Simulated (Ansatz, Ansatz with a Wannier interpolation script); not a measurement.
Records of electronic-structure calculations.

G0W0 band structure of K2NaScF6 (Fm-3m). The structure is cubic, space group Fm-3m (No. 225). The conventional cell has a = 8.472 Å, b = 8.472 Å, c = 8.472 Å, α = 90.00°, β = 90.00°, γ = 90.00°. Nearest to K lie 12 F at 3.00 Å. Nearest to Na lie 6 F at 2.25 Å. Sc has 6 F at 1.98 Å nearest. Nearest to F lie 1 Sc at 1.98 Å and 1 Na at 2.25 Å and 4 K at 3.00 Å. Farther neighbours and most contacts between anions are not listed. The calculation used DFT, LDA, plane waves, PAW (and 3 further levels or steps) in Ansatz 0.2.0 and Ansatz with a Wannier interpolation script 0.2.0, with cutoff 420 eV, 4×4×4 k-mesh, smearing width 0.02 eV, default PAW in one of its runs. The LDA gap is 6.63 eV and the G0W0 gap over the zone is 10.38 eV, direct. The least direct G0W0 gap, in the model is 10.38 eV, the GW settings are 4×4×4 mesh, 571 empty bands, screening to 140 eV and the known limits are not at the basis limit. It took 3 runs, 15 min in all on 4 threads of Arm Neoverse V1, shared host (the runs of this entry). The Wannier model follows the LDA bands to 2 meV r.m.s. near the gap. The G0W0 gap over the zone is 10.38 eV, direct, from Γ to Γ; on the mesh alone it is 10.38 eV, nearly the same. The cell and positions come from the Crystallography Open Database and are kept as given unless a step says otherwise. Bands and cutoff are finite, so the gap is not at the basis limit. The miss can reach some tenths of an eV and take either sign; the mesh is an error of its own. Above the frozen window of the model the interpolated levels need not meet the computed ones, even at points of the mesh.

```
K Na Sc F
1.0
     0.00000    4.23585    4.23585
     4.23585    0.00000    4.23585
     4.23585    4.23585    0.00000
K Na Sc F
2 1 1 6
Direct
  0.25000 0.25000 0.25000
  0.75000 0.75000 0.75000
  0.50000 0.50000 0.50000
  0.00000 0.00000 0.00000
  0.76580 0.23420 0.23420
  0.23420 0.76580 0.23420
  0.23420 0.76580 0.76580
  0.76580 0.23420 0.76580
  0.23420 0.23420 0.76580
  0.76580 0.76580 0.23420
```

[Paths, hosts, dates, memory and timing lines, banners, echoed tables and standing remarks are left out of the program output.]

[Logs are printed without paths, hosts, clocks, repeated set-up lines and the standing remarks that a program may print on its own settings, such as how far it seeks lower states.]

[Runs of the session that timed out or met a known fault of the program may be left out.]

[Hosts, paths, dates, database ids (printed as entryN), source tags and the programs' standing remarks are cut or masked in the printed files.]
